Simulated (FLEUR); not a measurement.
# MnPt: magnetism against the volume, part 2 of 2

Wanted: the trend of the moments of MnPt with the volume.

FLEUR MaX-R8.1; LDA (VWN); all-electron FLAPW, Dirac cores, scalar-relativistic bands.

So far, largest spin moment in the muffin-tin sphere (μB): step 2 (factor 1, start ferro +) 3.67; step 3 (factor 1, start antiferro q=(1/2,1/2,0) +-) 3.61.

### 4. Factor 1, start no spin polarisation

The k list default-1 (kpts.xml, not shown) is a Γ-centred 10×10×10 mesh.

Input file inp.xml:

```
<?xml version="1.0" encoding="UTF-8" standalone="no"?>
<fleurInput fleurInputVersion="0.39">
   <comment>
      MnPt
   </comment>
   <calculationSetup>
      <cutoffs Kmax="3.6" Gmax="10.8" GmaxXC="10.8" numbands="0"/>
      <scfLoop itmax="110" minDistance="0.00002" maxIterBroyd="15" imix="Anderson" alpha="0.05" precondParam="0.0" spinf="2.0" sdNocoIR="T"/>
      <coreElectrons ctail="T" frcor="F" kcrel="0" coretail_lmax="0"/>
      <xcFunctional name="vwn" relativisticCorrections="F"/>
      <magnetism jspins="1"/>
      <soc l_soc="F" theta="0.0" phi="0.0" spav="F"/>
      <expertModes spex="0" secvar="F"/>
      <geometryOptimization l_f="F" forcealpha="1.0" forcemix="BFGS" epsdisp="0.00001" epsforce="0.00001"/>
      <ldaU l_linMix="F" mixParam="0.05" spinf="1.0"/>
   </calculationSetup>
   <cell>
      <bzIntegration valenceElectrons="31.0" mode="hist" fermiSmearingEnergy="0.00183747">
         <kPointListSelection listName="default-1"/>
         <xi:include xmlns:xi="http://www.w3.org/2001/XInclude" href="kpts.xml"> </xi:include>
      </bzIntegration>
      <xi:include xmlns:xi="http://www.w3.org/2001/XInclude" href="sym.xml"> </xi:include>
      <bulkLattice scale="1.0">
         <bravaisMatrix>
            <row-1>    5.3479249326179996     0.0000000000000000     0.0000000000000000</row-1>
            <row-2>    0.0000000000000000     5.3479249326179996     0.0000000000000000</row-2>
            <row-3>    0.0000000000000000     0.0000000000000000     6.9163976160359999</row-3>
         </bravaisMatrix>
      </bulkLattice>
   </cell>
   <atomSpecies>
      <species name="Manganese (Mn)" element="Mn" atomicNumber="25">
         <mtSphere radius="2.39" gridPoints="791" logIncrement="0.015"/>
         <atomicCutoffs lmax="8" lnonsphr="6"/>
         <electronConfig flipSpins="F">
            <coreConfig>(1s1/2) (2s1/2) (2p1/2) (2p3/2)</coreConfig>
            <valenceConfig>(3s1/2) (3p1/2) (3p3/2) (4s1/2) (3d3/2) (3d5/2)</valenceConfig>
            <stateOccupation state="(3d3/2)" spinUp="1.000000" spinDown="1.000000"/>
            <stateOccupation state="(3d5/2)" spinUp="1.500000" spinDown="1.500000"/>
         </electronConfig>
         <energyParameters s="4" p="4" d="3" f="4"/>
         <lo type="SCLO" l="0" n="3" eDeriv="0"/>
         <lo type="SCLO" l="1" n="3" eDeriv="0"/>
      </species>
      <species name="Platinum (Pt)" element="Pt" atomicNumber="78">
         <mtSphere radius="2.39" gridPoints="791" logIncrement="0.017"/>
         <atomicCutoffs lmax="8" lnonsphr="6"/>
         <electronConfig flipSpins="F">
            <coreConfig>(1s1/2) (2s1/2) (2p1/2) (2p3/2) (3s1/2) (3p1/2) (3p3/2) (4s1/2) (3d3/2) (3d5/2) (4p1/2) (4p3/2) (5s1/2) (4d3/2) (4d5/2) (4f5/2) (4f7/2)</coreConfig>
            <valenceConfig>(5p1/2) (5p3/2) (6s1/2) (5d3/2) (5d5/2)</valenceConfig>
            <stateOccupation state="(6s1/2)" spinUp="0.500000" spinDown="0.500000"/>
            <stateOccupation state="(5d3/2)" spinUp="1.800000" spinDown="1.800000"/>
            <stateOccupation state="(5d5/2)" spinUp="2.700000" spinDown="2.700000"/>
         </electronConfig>
         <energyParameters s="6" p="6" d="5" f="5"/>
         <lo type="SCLO" l="1" n="5" eDeriv="0"/>
      </species>
   </atomSpecies>
   <atomGroups>
      <atomGroup species="Manganese (Mn)">
         <relPos label="                   1">.0000000000 .0000000000 .0000000000</relPos>
         <force calculate="T" relaxXYZ="TTT"/>
      </atomGroup>
      <atomGroup species="Platinum (Pt)">
         <relPos label="                   2">1.000/2.000 1.000/2.000 1.000/2.000</relPos>
         <force calculate="T" relaxXYZ="TTT"/>
      </atomGroup>
   </atomGroups>
   <output dos="F" band="F" slice="F">
      <bandDOS minEnergy="-.5*Htr" maxEnergy="0.5*Htr" sigma="0.015" storeEVData="T"/>
      <plotting iplot="0" polar="F">
         <plot TwoD="T" vec1="  1.0  0.0  0.0" vec2="  0.0  1.0  0.0" vec3="  0.0  0.0  1.0" zero="  0.0  0.0  0.0" file="plot"/>
      </plotting>
      <moessbauerParams electricFieldGradient="F" isomerShift="F" coreHyperfine="F" valenceHyperfine="F"/>
   </output>
</fleurInput>
```

Input file crystal.txt:

```
MnPt
&input film=F cartesian=F /
2.83000000000  0.00000000000  0.00000000000
0.00000000000  2.83000000000  0.00000000000
0.00000000000  0.00000000000  3.66000000000
1.8897261246
1.0 1.0 1.0

2
25 0.00000000000  0.00000000000  0.00000000000
78 0.50000000000  0.50000000000  0.50000000000

&kpt div1=10 div2=10 div3=10 gamma=T /
```

Launch:

```console
> OMP_NUM_THREADS=1 inpgen -f crystal.txt > inpgen.log  # inp.xml is then edited as shown
> OMP_NUM_THREADS=1 mpirun -n 4 fleur_MPI > fleur.log
```

The log of the run:

```text
[banner, memory and clock lines left out]
Welcome to FLEUR        (www.flapw.de)
      MaX-Release 8.1          (www.max-centre.eu)

 ========== k-point set info ==========
 Selected k-point list: default-1
 k-point list type: mesh
 0 x 0 x 0
 Number of k points: 128

 [... set-up left out ...]
 Iteration:     1   Distance:      45.97630494 me/bohr^3
 Iteration:     2   Distance:      19.46569586 me/bohr^3
 Iteration:     3   Distance:      15.27163749 me/bohr^3
 Iteration:     4   Distance:       8.87619625 me/bohr^3
 Iteration:     5   Distance:       6.23941728 me/bohr^3
[...]
<FermiEnergy value="0.3987142480" units="Htr"/>
         [... left out ...]
         <totalEnergy value="   -19593.0156837329" units="Htr">
            <sumOfEigenvalues value="   -11992.9078457137">
               <coreElectrons value="-11975.4065214184"/>
               <valenceElectrons value="-17.5013242953"/>
            </sumOfEigenvalues>
         [... left out ...]
            <freeEnergy value="-19593.0172412509"/>
            <extrapolationTo0K value="-19593.0164624919"/>
         </totalEnergy>
         <densityConvergence units="me/bohr^3">
            <chargeDensity spin="1" distance="0.0000100869"/>
         </densityConvergence>
      </iteration>
```

Run time: 11 s. Hardware: 4 MPI ranks of Arm Neoverse V1, shared host; peak memory 0.16 GiB; 43 s of CPU time.

This step gave:

| Item | Value |
| --- | --- |
| free energy | -533153.1599 eV |
| program's band gap on this mesh (in a metal only a level spacing) | 0.001828 eV |
| final state | non-magnetic (no spin polarisation) |

### 5. Factor 1.12, start ferro +

The farthest finished point is shown in full.

inp.xml, as its differences from that of step 4:

```diff
@@ -10,3 +10,3 @@
       <xcFunctional name="vwn" relativisticCorrections="F"/>
-      <magnetism jspins="1"/>
+      <magnetism jspins="2"/>
       <soc l_soc="F" theta="0.0" phi="0.0" spav="F"/>
@@ -24,5 +24,5 @@
          <bravaisMatrix>
-            <row-1>    5.3479249326179996     0.0000000000000000     0.0000000000000000</row-1>
-            <row-2>    0.0000000000000000     5.3479249326179996     0.0000000000000000</row-2>
-            <row-3>    0.0000000000000000     0.0000000000000000     6.9163976160359999</row-3>
+            <row-1>    5.5538137338620981     0.0000000000000000     0.0000000000000000</row-1>
+            <row-2>    0.0000000000000000     5.5538137338620981     0.0000000000000000</row-2>
+            <row-3>    0.0000000000000000     0.0000000000000000     7.1826707655498145</row-3>
          </bravaisMatrix>
@@ -31,3 +31,3 @@
    <atomSpecies>
-      <species name="Manganese (Mn)" element="Mn" atomicNumber="25">
+      <species name="Manganese 3.500" element="Mn" atomicNumber="25">
          <mtSphere radius="2.39" gridPoints="791" logIncrement="0.015"/>
@@ -37,4 +37,4 @@
             <valenceConfig>(3s1/2) (3p1/2) (3p3/2) (4s1/2) (3d3/2) (3d5/2)</valenceConfig>
-            <stateOccupation state="(3d3/2)" spinUp="1.000000" spinDown="1.000000"/>
-            <stateOccupation state="(3d5/2)" spinUp="1.500000" spinDown="1.500000"/>
+            <stateOccupation state="(3d3/2)" spinUp="1.25" spinDown="0.75"/>
+            <stateOccupation state="(3d5/2)" spinUp="3.0" spinDown="0.0"/>
          </electronConfig>
@@ -59,3 +59,3 @@
    <atomGroups>
-      <atomGroup species="Manganese (Mn)">
+      <atomGroup species="Manganese 3.500">
          <relPos label="                   1">.0000000000 .0000000000 .0000000000</relPos>
```

Input file crystal.txt:

```
MnPt
&input film=F cartesian=F /
2.93895166160  0.00000000000  0.00000000000
0.00000000000  2.93895166160  0.00000000000
0.00000000000  0.00000000000  3.80090568260
1.8897261246
1.0 1.0 1.0

2
25 0.00000000000  0.00000000000  0.00000000000 : 3.500
78 0.50000000000  0.50000000000  0.50000000000

&kpt div1=10 div2=10 div3=10 gamma=T /
```

The log of the run:

```text
[banner, memory and clock lines left out]
Welcome to FLEUR        (www.flapw.de)
      MaX-Release 8.1          (www.max-centre.eu)

 ========== k-point set info ==========
 Selected k-point list: default-1
 k-point list type: mesh
 0 x 0 x 0
 Number of k points: 128

 [... set-up left out ...]
 Iteration:     1   Distance:      26.88082538 me/bohr^3
 Iteration:     2   Distance:      14.03009415 me/bohr^3
 Iteration:     3   Distance:      10.27142927 me/bohr^3
 Iteration:     4   Distance:       8.33826335 me/bohr^3
 Iteration:     5   Distance:       8.26652607 me/bohr^3
[...]
<sumOfEigenvalues value="   -11996.5464062903">
               <coreElectrons value="-11977.5870816501"/>
               <valenceElectrons value="-18.9593246403"/>
            </sumOfEigenvalues>
         [... left out ...]
            <freeEnergy value="-19593.0272032868"/>
            <extrapolationTo0K value="-19593.0270684214"/>
         </totalEnergy>
         <densityConvergence units="me/bohr^3">
            <chargeDensity spin="1" distance="0.0000017235"/>
            <chargeDensity spin="2" distance="0.0000041212"/>
            <overallChargeDensity distance="0.0000034946"/>
            <spinDensity distance="0.0000052628"/>
         </densityConvergence>
      </iteration>
```

Wall time 24 s (4 MPI ranks); peak memory 0.19 GiB; 97 s of CPU time.

Spin moment in the muffin-tin sphere by atom:

| atom | spin moment in the muffin-tin sphere (μB) |
| --- | --- |
| Mn1 | 3.90 |
| Pt2 | 0.35 |

Numbers from this step:

```
free energy                                                       : -533153.4310 eV
program's band gap on this mesh (in a metal only a level spacing) : 0.004193 eV
magnetization                                                     : 4.366 μB
final state                                                       : ferromagnetic
```

After 25 cycles the largest moment stands at 3.90 μB.

### 6. Factor 1.12, start antiferro q=(1/2,1/2,0) +-

The k list default-1 (kpts.xml, not shown) is a Γ-centred 5×10×10 mesh.

inp.xml, as its differences from that of step 5:

```diff
@@ -17,3 +17,3 @@
    <cell>
-      <bzIntegration valenceElectrons="31.0" mode="hist" fermiSmearingEnergy="0.00183747">
+      <bzIntegration valenceElectrons="62.0" mode="hist" fermiSmearingEnergy="0.00183747">
          <kPointListSelection listName="default-1"/>
@@ -24,4 +24,4 @@
          <bravaisMatrix>
-            <row-1>    5.5538137338620981     0.0000000000000000     0.0000000000000000</row-1>
-            <row-2>    0.0000000000000000     5.5538137338620981     0.0000000000000000</row-2>
+            <row-1>   11.1076274678186824     0.0000000000377945     0.0000000000000000</row-1>
+            <row-2>    5.5538137338809959     5.5538137339376874     0.0000000000000000</row-2>
             <row-3>    0.0000000000000000     0.0000000000000000     7.1826707655498145</row-3>
@@ -39,2 +39,15 @@
             <stateOccupation state="(3d5/2)" spinUp="3.0" spinDown="0.0"/>
+         </electronConfig>
+         <energyParameters s="4" p="4" d="3" f="4"/>
+         <lo type="SCLO" l="0" n="3" eDeriv="0"/>
+         <lo type="SCLO" l="1" n="3" eDeriv="0"/>
+      </species>
+      <species name="Manganese -3.500" element="Mn" atomicNumber="25">
+         <mtSphere radius="2.39" gridPoints="791" logIncrement="0.015"/>
+         <atomicCutoffs lmax="8" lnonsphr="6"/>
+         <electronConfig flipSpins="F">
+            <coreConfig>(1s1/2) (2s1/2) (2p1/2) (2p3/2)</coreConfig>
+            <valenceConfig>(3s1/2) (3p1/2) (3p3/2) (4s1/2) (3d3/2) (3d5/2)</valenceConfig>
+            <stateOccupation state="(3d3/2)" spinUp="0.75" spinDown="1.25"/>
+            <stateOccupation state="(3d5/2)" spinUp="0.0" spinDown="3.0"/>
          </electronConfig>
@@ -63,4 +76,9 @@
       </atomGroup>
+      <atomGroup species="Manganese -3.500">
+         <relPos label="                   2">1.000/2.000 .0000000000 .0000000000</relPos>
+         <force calculate="T" relaxXYZ="TTT"/>
+      </atomGroup>
       <atomGroup species="Platinum (Pt)">
-         <relPos label="                   2">1.000/2.000 1.000/2.000 1.000/2.000</relPos>
+         <relPos label="                   3">.0000000000 1.000/2.000 1.000/2.000</relPos>
+         <relPos label="                   4">1.000/2.000 1.000/2.000 1.000/2.000</relPos>
          <force calculate="T" relaxXYZ="TTT"/>
```

Input file crystal.txt:

```
MnPt
&input film=F cartesian=F /
5.87790332325  0.00000000002  0.00000000000
2.93895166161  2.93895166164  0.00000000000
0.00000000000  0.00000000000  3.80090568260
1.8897261246
1.0 1.0 1.0

4
25 0.00000000000  0.00000000000  0.00000000000 : 3.500
25 0.50000000000  0.00000000000  0.00000000000 : -3.500
78 0.00000000000  0.50000000000  0.50000000000
78 0.50000000000  0.50000000000  0.50000000000

&kpt div1=5 div2=10 div3=10 gamma=T /
```

The log of the run:

```text
[banner, memory and clock lines left out]
Welcome to FLEUR        (www.flapw.de)
      MaX-Release 8.1          (www.max-centre.eu)

 ========== k-point set info ==========
 Selected k-point list: default-1
 k-point list type: mesh
 5 x 10 x 10
 Number of k points: 108

 [... set-up left out ...]
 Iteration:     1   Distance:      23.02670205 me/bohr^3
 Iteration:     2   Distance:      14.20511764 me/bohr^3
 Iteration:     3   Distance:       9.87717762 me/bohr^3
 Iteration:     4   Distance:       6.01768973 me/bohr^3
 Iteration:     5   Distance:       6.07075565 me/bohr^3
[...]
<sumOfEigenvalues value="   -23993.6051472442">
               <coreElectrons value="-23955.4748711424"/>
               <valenceElectrons value="-38.1302761017"/>
            </sumOfEigenvalues>
         [... left out ...]
            <freeEnergy value="-39186.0736043827"/>
            <extrapolationTo0K value="-39186.0734796045"/>
         </totalEnergy>
         <densityConvergence units="me/bohr^3">
            <chargeDensity spin="1" distance="0.0000019946"/>
            <chargeDensity spin="2" distance="0.0000019857"/>
            <overallChargeDensity distance="0.0000016455"/>
            <spinDensity distance="0.0000036242"/>
         </densityConvergence>
      </iteration>
```

Wall time 100 s (4 MPI ranks); peak memory 0.29 GiB; 6.6 min of CPU time.

Read from the output:

```yaml
free_energy: -1066307.3843 eV
program_s_band_gap_on_this_mesh_in_a_metal_only_a_level_spacing: 0 eV
magnetization: 0 μB
final_state: antiferromagnetic
largest_moment: 3.835 μB
```

After 25 cycles the largest moment stands at 3.83 μB.

### 7. The series

In all 27 runs were made at the factors 0.88, 0.91, 0.94, 0.97, 1, 1.03, 1.06, 1.09 and 1.12, of which 27 converged. The tables hold the factors at which the parallel start converged, and CPU times count converged runs alone. Differences are of free energies.

Final states:

| volume factor | ferro + | antiferro q=(1/2,1/2,0) +- | no spin polarisation | CPU time (s) |
| --- | --- | --- | --- | --- |
| 0.88 | ferromagnetic | antiferromagnetic | non-magnetic | 445.6 |
| 0.91 | ferromagnetic | antiferromagnetic | non-magnetic | 408 |
| 0.94 | ferromagnetic | antiferromagnetic | non-magnetic | 437.4 |
| 0.97 | ferromagnetic | antiferromagnetic | non-magnetic | 440.5 |
| 1 | ferromagnetic | antiferromagnetic | non-magnetic | 449 |
| 1.03 | ferromagnetic | antiferromagnetic | non-magnetic | 459.3 |
| 1.06 | ferromagnetic | antiferromagnetic | non-magnetic | 467.8 |
| 1.09 | ferromagnetic | antiferromagnetic | non-magnetic | 518.3 |
| 1.12 | ferromagnetic | antiferromagnetic | non-magnetic | 545.2 |

The energy over the lowest point, ferro + by volume factor:

| volume factor | energy over the lowest point, ferro + (meV a primitive cell) |
| --- | --- |
| 0.8800 | 35.8 |
| 0.9100 | 9.05 |
| 0.9400 | 0 |
| 0.9700 | 15.1 |
| 1.0000 | 57.4 |
| 1.0300 | 125 |
| 1.0600 | 212 |
| 1.0900 | 318 |
| 1.1200 | 441 |

Table of largest sphere moment by volume factor:

| volume factor | ferro + (μB) | antiferro q=(1/2,1/2,0) +- (μB) |
| --- | --- | --- |
| 0.8800 | 2.41 | 3.29 |
| 0.9100 | 3.14 | 3.39 |
| 0.9400 | 3.39 | 3.47 |
| 0.9700 | 3.56 | 3.54 |
| 1.0000 | 3.67 | 3.61 |
| 1.0300 | 3.75 | 3.67 |
| 1.0600 | 3.81 | 3.73 |
| 1.0900 | 3.85 | 3.78 |
| 1.1200 | 3.90 | 3.83 |

The net moment, ferro + by volume factor:

| volume factor | net moment, ferro + (μB a primitive cell) |
| --- | --- |
| 0.8800 | 2.65 |
| 0.9100 | 3.49 |
| 0.9400 | 3.80 |
| 0.9700 | 4.01 |
| 1.0000 | 4.14 |
| 1.0300 | 4.22 |
| 1.0600 | 4.28 |
| 1.0900 | 4.33 |
| 1.1200 | 4.37 |

Table of energy less that of the parallel start by volume factor; values in meV a seeded atom:

| volume factor | antiferro q=(1/2,1/2,0) +- | no spin polarisation |
| --- | --- | --- |
| 0.8800 | -376 | 181 |
| 0.9100 | -400 | 275 |
| 0.9400 | -393 | 396 |
| 0.9700 | -376 | 525 |
| 1.0000 | -353 | 654 |
| 1.0300 | -328 | 782 |
| 1.0600 | -304 | 905 |
| 1.0900 | -282 | 1024 |
| 1.1200 | -261 | 1136 |

### 8. Outcome

```yaml
largest_moment_parallel_start: 2.41 μB at 0.88, 3.90 μB at 1.12
net_moment_parallel_start: 2.65 to 4.37 μB a primitive cell
start_antiferro_q_1_over_2_1_over_2_0_less_the_parallel_start: -376.2 meV at 0.88, -261.2 meV at 1.12, a seeded atom
spinless_run_less_the_parallel_start: +180.6 meV at 0.88, +1136.5 meV at 1.12, a seeded atom
```

**Reading.** The largest moment of the parallel start goes from 2.41 μB at 0.88 to 3.90 μB at 1.12. Its energy is least at 0.94 of the points run. The step from 0.88 to 0.91 is far larger than the others; the points are too few to tell a jump from a steep slope. The start antiferro q=(1/2,1/2,0) +- lies under the parallel start at every point where both finished. The spinless run lies over the parallel start at every point where both finished. The opposed order is one of several, taken for its small cell; another can lie lower, so the scan does not name the ground state. Atoms were not relaxed at any point.

[Logs and program files are shortened in this print: banners, set-up blocks, solver, clock and traceback lines can be left out without a mark of their own.]

[Logs are printed without paths, hosts, clocks, repeated set-up lines and the standing remarks that a program may print on its own settings, such as how far it seeks lower states.]

[Hosts, paths, dates, database ids (printed as entryN), source tags and the programs' standing remarks are cut or masked in the printed files.]

[Where a cell is said to come from a database of computed structures, the database is the Materials Project.]
